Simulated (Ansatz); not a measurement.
# H_i (6-fold void) in BeH2 (Ibam): charge-transition levels and formation energies

Aim: at which Fermi levels does H_i (6-fold void) in BeH2 (Ibam) change its charge? The model is a cell of 72 host atoms with 1 H put in.

Program: Ansatz 0.2.0. Level of theory: place-levels on PBEsol runs: charge-transition levels and formation energies with image-charge correction and potential alignment at the atomic sites. Results are calculated unless marked as measured.

**1. The structure**

The cell holds 73 atoms: 24 Be and 49 H. Its edges and angles: a = 11.555 Å, b = 8.530 Å, c = 9.625 Å, α = 78.8°, β = 46.4°, γ = 54.8°. It derives from BeH2 (space group Ibam). Nearest the centre at fractional (0.784, 0.507, 0.441): H73 at 0.00 Å, H71 at 1.77 Å, H64 at 1.78 Å, H44 at 1.82 Å, H36 at 1.84 Å, Be24 at 1.85 Å, H56 at 2.13 Å, H27 at 2.25 Å.

The host's dielectric constants go in as inputs: (3.63, 3.74, 3.59) for the electrons alone, (4.37, 5.16, 5.26) with the ions, from a response run on this crystal (DFPT, PBEsol) at that run's own cell.

The cell's shortest repeat is 8.0 Å.

**2. What was run first**

Levels follow from differences of total energies between charge states, each relaxed by itself.

Each atom starts 0.05 Å or so off its site in a random direction. Forces are taken at one point at (¼, ¼, ¼). The cell holds 1 electron more than the neutral one, with a uniform background that keeps it neutral on the whole.

The sampling was tested on the host first: at the k-points planned (1x1x1 shifted 0.25 0.25 0.25) its energy lies 0.000 eV an atom from the dense-mesh value, under the bound of 0.02 eV set for this test; that bounds the host's error, not the defect's.

One state's input; the others differ in charge, spin, start and seed, and in occupations where the table says so.

Input file qm1.relax/input.yaml:

```yaml
crystal:
  lattice:
    - [0.0, 8.75735955, 7.53777216]
    - [3.99332615, 0.0, 7.53777216]
    - [3.99332615, 8.75735955, 0.0]
  atoms:
    - { symbol: Be, position: [0.125, 0.625, 0.375] }
    - { symbol: Be, position: [0.375, 0.875, 0.625] }
[... 1 atom line left out ...]
    - { symbol: Be, position: [0.875, 0.375, 0.125] }
[... 3 atom lines left out ...]
    - { symbol: Be, position: [0.875, 0.375, 0.625] }
[... 3 atom lines left out ...]
    - { symbol: Be, position: [0.77468412, 0.22531588, 0.39340939] }
    - { symbol: Be, position: [0.14340939, 0.35659061, 0.02468412] }
[... 1 atom line left out ...]
    - { symbol: Be, position: [0.64340939, 0.85659061, 0.52468412] }
[... 3 atom lines left out ...]
    - { symbol: Be, position: [0.60659061, 0.39340939, 0.72531588] }
[... 4 atom lines left out ...]
    - { symbol: Be, position: [0.97531588, 0.52468412, 0.35659061] }
[... 2 atom lines left out ...]
    - { symbol: H, position: [0.66190418, 0.49209117, 0.74854513] }
[... 4 atom lines left out ...]
    - { symbol: H, position: [0.75790883, 0.58809582, 0.15254049] }
[... 3 atom lines left out ...]
    - { symbol: H, position: [0.99854513, 0.34745951, 0.41190418] }
[... 7 atom lines left out ...]
    - { symbol: H, position: [0.96958051, 0.53041949, 0.21069034] }
[... 1 atom line left out ...]
    - { symbol: H, position: [0.46069034, 0.53930966, 0.71958051] }
[... 5 atom lines left out ...]
    - { symbol: H, position: [0.78041949, 0.21958051, 0.53930966] }
[... 3 atom lines left out ...]
    - { symbol: H, position: [0.78930966, 0.71069034, 0.53041949] }
[... 1 atom line left out ...]
    - { symbol: H, position: [0.40254049, 0.75145487, 0.50790883] }
[... 5 atom lines left out ...]
    - { symbol: H, position: [0.75145487, 0.40254049, 0.33809582] }
[... 4 atom lines left out ...]
    - { symbol: H, position: [0.08809582, 0.25790883, 0.00145487] }
[... 1 atom line left out ...]
    - { symbol: H, position: [0.58809582, 0.75790883, 0.50145487] }
[... 1 atom line left out ...]
    - { symbol: H, position: [0.784311, 0.507423, 0.440851] }
  host:
    repeats: [1, 1, 1]
    atoms:
      - { symbol: Be, position: [0.125, 0.625, 0.375] }
      - { symbol: Be, position: [0.375, 0.875, 0.625] }
      # ... 70 more atoms of the perfect host
total_charge: -1
basis:
  ecutwfc: 420
  xc_grid: 2
hamiltonian:
  xc: pbesol
kpoints:
  mp_grid: { grid: [1, 1, 1], shift: [0.25, 0.25, 0.25] }
scf:
  occupations: { method: fixed }
  max_iter: 80
output:
  forces: true
  charged_corrections:
    epsilon: [3.63, 3.74, 3.59]
    static_epsilon: [4.37, 5.16, 5.26]
    defect_position: [0.784311, 0.507423, 0.440851]
relax:
  f_tol: 0.02
  max_steps: 80
  random_displacement: { amplitude: 0.05, seed: 2369 }
checkpoint:
  write: "../qm1.relax.run"
  compress: false
  write_wavefunctions: true
  write_every: 100000
```

Launch:

```sh
$ ansatz run input.yaml --threads 4 --pin off --max-ram 7536MiB --backend cpu --events-out ev --progress --plain --runs-dir out
```

The relaxed structure is kept and the sampling changed to a 2×2×2 shifted mesh.

The run of this state that the levels use, under PBEsol:

Input file qm1.point/input.yaml:

```yaml
crystal:
  checkpoint: "../qm1.relax.run"
  host: checkpoint
total_charge: -1
basis:
  ecutwfc: 420
  xc_grid: 2
hamiltonian:
  xc: pbesol
kpoints:
  mp_grid: { grid: [2, 2, 2], shift: [0.5, 0.5, 0.5] }
scf:
  occupations: { method: fermi_dirac, width: 0.01 }
  max_iter: 80
output:
  forces: true
  eigenvalues: true
  charged_corrections:
    epsilon: [3.63, 3.74, 3.59]
    static_epsilon: [4.37, 5.16, 5.26]
    defect_position: [0.784311, 0.507423, 0.440851]
  eigenstates: { localisation: true }
  populations: true
  band_densities: [{ bands: [v1, v1] }, { bands: [c1, c1] }]
  write_density: true
  write_potential: true
  volumetric_format: npy
checkpoint:
  read: "../qm1.relax.run"
  write: "../qm1.point.run"
  compress: false
  write_wavefunctions: false
  write_every: 100000
```

Relaxations under PBEsol at one point at (¼, ¼, ¼); times on 4 threads of Arm Neoverse V1, shared host:

```tsv
charge	moment (μB)	occupations	outcome	steps	largest displacement against the far atoms (Å)	time
−1	0	fixed	converged	12	0.78	30 s
0	1	fixed	converged	11	0.81	59 s
+1	0	fixed	converged	29	1.92	62 s
```

Single points under PBEsol at a 2×2×2 shifted mesh; times on 4 threads of Arm Neoverse V1, shared host:

```tsv
charge	moment (μB)	occupations	outcome	time
−1	0	fermi-dirac	converged	17 s
0	1	fermi-dirac	converged	39 s
+1	0	fermi-dirac	converged	18 s
```

Distances (Å) from H73 to the nearest atoms after relaxation with PBEsol:

```tsv
charge	moment (μB)	1.	2.	3.	4.	5.	6.
−1	0	Be 1.42	Be 1.50	H 2.04	H 2.08	H 2.10	H 2.13
0	1	H 1.35	Be 1.53	Be 1.69	H 1.89	H 2.02	H 2.25
+1	0	H 0.79	Be 1.64	H 2.04	H 2.28	H 2.32	H 2.34
```

**3. Levels against the band edges, PBEsol**

A charged cell interacts with its images and the background, and its potential has another zero than the host's. place-levels removes the first by a point-charge model, screened by the static dielectric constant since the ions have relaxed around the charge, and the second by comparing potentials at atoms far from the defect.

The host is a run of the defect-free crystal in the same cutoffs, grids and k-points, so that basis and sampling errors cancel in part in the differences. Its band edges come from a run of the primitive cell that searches the zone for them. Chemical potentials are energies per atom of H (H2 molecule), run with the same functional and cutoff.

Input file levels.point.yaml:

```yaml
host:
  run: host.point.run
  levels_from: { run: edges.point.run }
states: [qm1.point.run, q0_M1.point.run, qp1.point.run]
geometry_from:
  qm1.point.run: qm1.relax.run
  q0_M1.point.run: q0_M1.relax.run
  qp1.point.run: qp1.relax.run
  host.point.run: host.relax.run
chemical_potentials:
  H:
    energy: -15.609288
    dataset: "<sha256 of the dataset>"
epsilon: [3.63, 3.74, 3.59]
static_epsilon: [4.37, 5.16, 5.26]
vertical:
  - { from: qm1.point.run, to: qm1.point_neutral.run }
  - { from: qp1.point.run, to: qp1.point_neutral.run }
```

Launch:

```sh
$ ansatz place-levels levels.point.yaml -- --threads 4 --pin off --max-ram 7536MiB
```

Numbers of over 12 decimals in the logs are rounded to 6 here.

The program printed:

```text
[... repeated set-up lines and file paths are left out, and long positions are rounded to six places ...]
(+1/0) 3.766 eV above the valence edge, 1.062 eV under the conduction edge; not on the lower envelope
(0/-1) 2.917 eV above the valence edge, 1.910 eV under the conduction edge; not on the lower envelope
(+1/-1) 3.341 eV above the valence edge, 1.486 eV under the conduction edge: charges between them are lowest nowhere
formation energy of charge +1: -1.494 eV with the Fermi level at the valence edge
formation energy of charge 0: +2.272 eV with the Fermi level at the valence edge
formation energy of charge -1: +5.189 eV with the Fermi level at the valence edge
vertical -1 to 0: no energy, since no alignment is typed
  the change from vertical[0].from (qm1.point.run) to vertical[0].to (qm1.point_neutral.run): by its potential at epsilon [3.63, 3.74, 3.59] it stands at 0.764 0.461 0.505, with an rms radius of about 2.5 Å (1.7 0.9 1.6 Å across the planes of the cell's [...]
vertical +1 to 0: no energy, since no alignment is typed
  the change from vertical[1].from (qp1.point.run) to vertical[1].to (qp1.point_neutral.run): by its potential at epsilon [3.63, 3.74, 3.59] it stands at 0.184 0.901 0.694, with an rms radius of about 3.2 Å (2.1 1.7 1.6 Å across the planes of the cell's [...]
  edges by pbesol of host.levels_from (edges.point.run), its mesh sampled to repeats of 31.95 Å (the valence edge +0.207 eV and the conduction edge -0.520 eV from those of the host's own run), gap 4.827 eV; the host is sampled to repeats of 17.06 Å
  the defect's cells are sampled to repeats of 17.06 Å, like sampling
  charge +1: -2938.3300 eV with its correction of +0.379 eV, at epsilon [4.37, 5.16, 5.26], aligned at sites: -0.1402 eV, mean over 15 atomic sites at or beyond 3.99 Å from the defect at [0.7843, 0.5074, 0.4409], with -0.037739 for the charge's moments and [...]
  charge 0: +0.000 eV for its dipole among its images, +0.000 omitted
  charge -1: -2933.4972 eV with its correction of +0.334 eV, at epsilon [4.37, 5.16, 5.26], aligned at sites: +0.1855 eV, mean over 15 atomic sites at or beyond 3.99 Å from the defect at [0.7843, 0.5074, 0.4409], with -0.015459 for the charge's moments and [...]
  of states[2] (qp1.point.run): it parts from the run at its places by a charge that spreads by about 2.1 Å along one vector (1.1 Å or more is wide), by its potential at epsilon [3.63, 3.74, 3.59], taken for that of held ions (one typed too small widens it), [...]
  of states[1] (q0_M1.point.run): stability_check_not_made
  of states[0] (qm1.point.run): it parts from the run at its places by a charge that spreads by about 1.7 Å along one vector (1.1 Å or more is wide), by its potential at epsilon [3.63, 3.74, 3.59], taken for that of held ions (one typed too small widens it), [...]
  of vertical[0].from (qm1.point.run): its sublattices stand up to 0.1489 Å off the host's, which by the two runs' forces adds about +0.03 eV to its energy against the host's, and moves the band edges: relax the crystal first, and build the cells on it; [...]
  of vertical[1].from (qp1.point.run): it parts from the run at its places by a charge that spreads by about 2.1 Å along one vector (1.1 Å or more is wide), by its potential at epsilon [3.63, 3.74, 3.59], taken for that of held ions (one typed too small [...]
  vertical[1].to (qp1.point_neutral.run): levels filled in part (TS 0.002 eV): its energy is of no whole electron's
  of vertical[1].to (qp1.point_neutral.run): its moments are held at its close (magnetization.spin_locking), by a field of 0.009 eV a Bohr magneton, and its energy and levels are of the state that this holds: a run that lets them go can end lower
```

Wall time 0.44 s (4 threads of Arm Neoverse V1, shared host).

Under PBEsol the gap is 4.83 eV, (+1/0) 3.77, (0/−1) 2.92 eV; the steps are inverted, so the lowest state changes at (+1/−1) 3.34 eV.

Levels between the charges placed, in eV above the valence top:

```tsv
	gap (eV)	(+1/0)	(0/−1)
PBEsol	4.83	3.77	2.92
```

Corrections by state:

```tsv
charge	moment (μB)	image terms and alignment (eV)	band filling (eV)	ε used	over the lowest of its charge, as the program ranks them, band filling apart (eV)
+1	0.0	0.379	-	principal values (4.37, 5.16, 5.26)	0.000
0	1.0	0.000	-	-	0.000
−1	0.0	0.334	-	principal values (4.37, 5.16, 5.26)	0.000
```

The charged structures listed were also run neutral, and place-levels reads from each pair, by the potential or the spins, how wide the charge is by which they differ; that can be the carrier of either run.

```tsv
charge	rms radius (Å)	spread where it is widest against the cell (Å)	wide from (Å)	reading
+1	3.2	2.15	1.13	wide
−1	2.5	1.69	1.13	wide
```

The neutral runs of these pairs need not share the spin of the lowest neutral state, and very wide values only mean spread over the cell.

From the program's caveats on the states, each cut to its opening words:

- charge +1: it parts from the run at its places by a charge that spreads by about 2.1 Å along one vector (1.1 Å or more is wide), by its potential at epsilon [3.63, 3.74, [...]
- charge +1: its alignment with the host at atomic sites is doubtful: the mean over the far sites moves by +0.1271 eV from their farther parts to their nearer, more than [...]
- charge +1: its alignment with the host at atomic sites is doubtful: the bonds of the host's hydrogens, which are not read, differ in the charged cell from the host's by [...]
- charge +1: the far atoms show a dipole or second moment of the defect's charge, for which the correction takes or leaves out 0.672 eV: further moments aren't read, and [...]
- charge 0 (1 μB): flagged: stability check not made
- charge −1: it parts from the run at its places by a charge that spreads by about 1.7 Å along one vector (1.1 Å or more is wide), by its potential at epsilon [3.63, 3.74, [...]
- charge −1: the far atoms show a dipole or second moment of the defect's charge, for which the correction takes or leaves out 0.098 eV: further moments aren't read, and [...]
- charge −1: its sublattices stand up to 0.1489 Å off the host's, which by the two runs' forces adds about +0.03 eV to its energy against the host's, and moves the band [...]

Chemical potentials of the elements' reference phases, run alike. Formation energies (elemental references), with the Fermi level at the valence top and at the conduction bottom (gap 4.83 eV):

```tsv
charge	at valence top (eV)	at conduction bottom (eV)	correction included (eV)
+1	-1.49	3.33	0.38
0	2.27	2.27	0.00
−1	5.19	0.36	0.33
```

```tsv
Fermi level (eV)	lowest formation energy (eV)
0.00	-1.49
0.44	-1.06
0.88	-0.62
1.32	-0.18
1.75	0.26
2.19	0.70
2.63	1.14
3.07	1.58
3.51	1.68
3.95	1.24
4.39	0.80
4.83	0.36
```

**4. The same at the relaxations' own k-points**

The relaxations' own energies give the levels at their sampling, for comparison.

Input file levels.relax_mesh.yaml:

```yaml
host:
  run: host.relax.run
  levels_from: { run: edges.relax.run }
states: [qm1.relax.run, q0_M1.relax.run, qp1.relax.run]
chemical_potentials:
  H:
    energy: -15.609288
    dataset: "<sha256 of the dataset>"
```

Launch:

```sh
$ ansatz place-levels levels.relax_mesh.yaml -- --threads 4 --pin off --max-ram 7536MiB
```

The program printed:

```text
[...]
formation energy of charge +1: -1.481 eV with the Fermi level at the valence edge
formation energy of charge 0: +2.269 eV with the Fermi level at the valence edge
formation energy of charge -1: +5.103 eV with the Fermi level at the valence edge
  edges by pbesol of host.levels_from (edges.relax.run), its mesh sampled to repeats of 31.95 Å (the valence edge +0.218 eV and the conduction edge -0.630 eV from those of the host's own run), gap 4.827 eV; the host is sampled to repeats of 8.53 Å
[... the lines on each state left out ...]
```

It took 0.19 s on 4 threads.

Levels between neighbouring charges, in eV above the valence top:

```tsv
	gap (eV)	(+1/0)	(0/−1)
one point at (¼, ¼, ¼)	4.83	3.75	2.83
a 2×2×2 shifted mesh	4.83	3.77	2.92
```

Going from one point at (¼, ¼, ¼) to a 2×2×2 shifted mesh moves the levels that carry no band-filling term by up to 0.08 eV and formation energies against the elements by up to 0.09 eV.

**5. place-levels, r2SCAN**

r2SCAN on the same structure is run to see how far the result rests on the functional, though not on the errors that semilocal functionals share; the sampling changes too, to one point at (¼, ¼, ¼), so differences hold both changes.

qm1.r2scan/input.yaml, as its differences from qm1.point/input.yaml of step 2:

```diff
@@ -5,8 +5,8 @@
 basis:
-  ecutwfc: 420
+  ecutwfc: 500
   xc_grid: 2
 hamiltonian:
-  xc: pbesol
+  xc: r2scan
 kpoints:
-  mp_grid: { grid: [2, 2, 2], shift: [0.5, 0.5, 0.5] }
+  mp_grid: { grid: [1, 1, 1], shift: [0.25, 0.25, 0.25] }
 scf:
@@ -28,4 +28,3 @@
 checkpoint:
-  read: "../qm1.relax.run"
-  write: "../qm1.point.run"
+  write: "../qm1.r2scan.run"
   compress: false
```

It took 11 s on 4 threads; peak memory 1 GiB.

Input file levels.r2scan.yaml:

```yaml
host:
  run: host.r2scan.run
  levels_from: { run: edges.r2scan.run }
states: [qm1.r2scan.run, q0_M1.r2scan.run, qp1.r2scan.run]
geometry_from:
  qm1.r2scan.run: qm1.relax.run
  q0_M1.r2scan.run: q0_M1.relax.run
  qp1.r2scan.run: qp1.relax.run
  host.r2scan.run: host.relax.run
chemical_potentials:
  H:
    energy: -15.945667
    dataset: "<sha256 of the dataset>"
```

Launch:

```sh
$ ansatz place-levels levels.r2scan.yaml -- --threads 4 --pin off --max-ram 7536MiB
```

The program printed:

```text
[...]
formation energy of charge +1: -1.648 eV with the Fermi level at the valence edge
formation energy of charge 0: +2.588 eV with the Fermi level at the valence edge
formation energy of charge -1: +5.752 eV with the Fermi level at the valence edge
  edges by r2scan of host.levels_from (edges.r2scan.run), its mesh sampled to repeats of 31.95 Å (the valence edge +0.213 eV and the conduction edge -0.645 eV from those of the host's own run), gap 5.576 eV; the host is sampled to repeats of 8.53 Å
[... the lines on each state left out ...]
```

The job ended after 0.28 s (4 threads).

Under r2SCAN the gap is 5.58 eV, (+1/0) 4.24, (0/−1) 3.16 eV; the steps are inverted, so the lowest state changes at (+1/−1) 3.70 eV.

**6. Side by side**

Levels between neighbouring charges, in eV above each run's own valence top:

```tsv
	gap (eV)	(+1/0)	(0/−1)	CPU time a state at this stage (restarts are quicker than cold starts)
PBEsol, 2×2×2 shifted mesh	4.83	3.77	2.92	92 s
r2SCAN on PBEsol structures, (¼, ¼, ¼)	5.58	4.24	3.16	84 s
```

**7. Outcome**

```
gap of the host                                                             : 4.83 eV (PBEsol)
level (plus 1/0)                                                            : 3.77 eV above the valence top, not a change between lowest states
level (0/minus 1)                                                           : 2.92 eV above the valence top, not a change between lowest states
level (plus 1/minus 1)                                                      : 3.34 eV above the valence top
lowest of the charges placed, just above the valence top (0.02 eV)          : +1
lowest of the charges placed, just below the conduction bottom (0.02 eV)    : −1
lowest formation energy at mid-gap of the charges run, elemental references : 0.92 eV
```

**Reading.** Of the charges placed (−1, 0 and +1), the lowest changes at 3.34 eV (+1/−1) above the valence top, in a gap of 4.83 eV. (+1/−1) passes over charge 0, which lies 0.42 eV above the two there; a lower structure or spin state of it, if missed, would change that. Charges above +1 and below −1 were not placed, so these runs say nothing of levels that involve them. States placed: +1 at 0 μB; 0 at 1 μB; −1 at 0 μB. Other spin states or structures, where not listed, weren't placed. At charge +1 the atom put in ends up to 1.9 Å from its starting place, so the name tells the start alone and the levels can join different sites. Going from one point at (¼, ¼, ¼) to a 2×2×2 shifted mesh moves the levels that carry no band-filling term by up to 0.08 eV and formation energies against the elements by up to 0.09 eV. The program doubts the alignment of potentials for at least one state, a sign that the cell is small. Limits: the images are only 8.0 Å apart; PBEsol makes the gap too small and tends to spread out bound carriers.

[Logs are printed without paths, hosts, clocks, repeated set-up lines and the standing remarks that a program may print on its own settings, such as how far it seeks lower states.]

[Hosts, paths, dates, database ids (printed as entryN), source tags and the programs' standing remarks are cut or masked in the printed files.]

[Where a table of states has a column of steps, it counts the stored structures, which are thinned; the runs took as many ionic steps or more.]

[A defect's name tells the site on which it was built; relaxed atoms can leave that site.]

[For some hosts the program warned that the k-mesh of the response run may be too coarse for force constants and the static dielectric constant; such warnings are not shown here.]
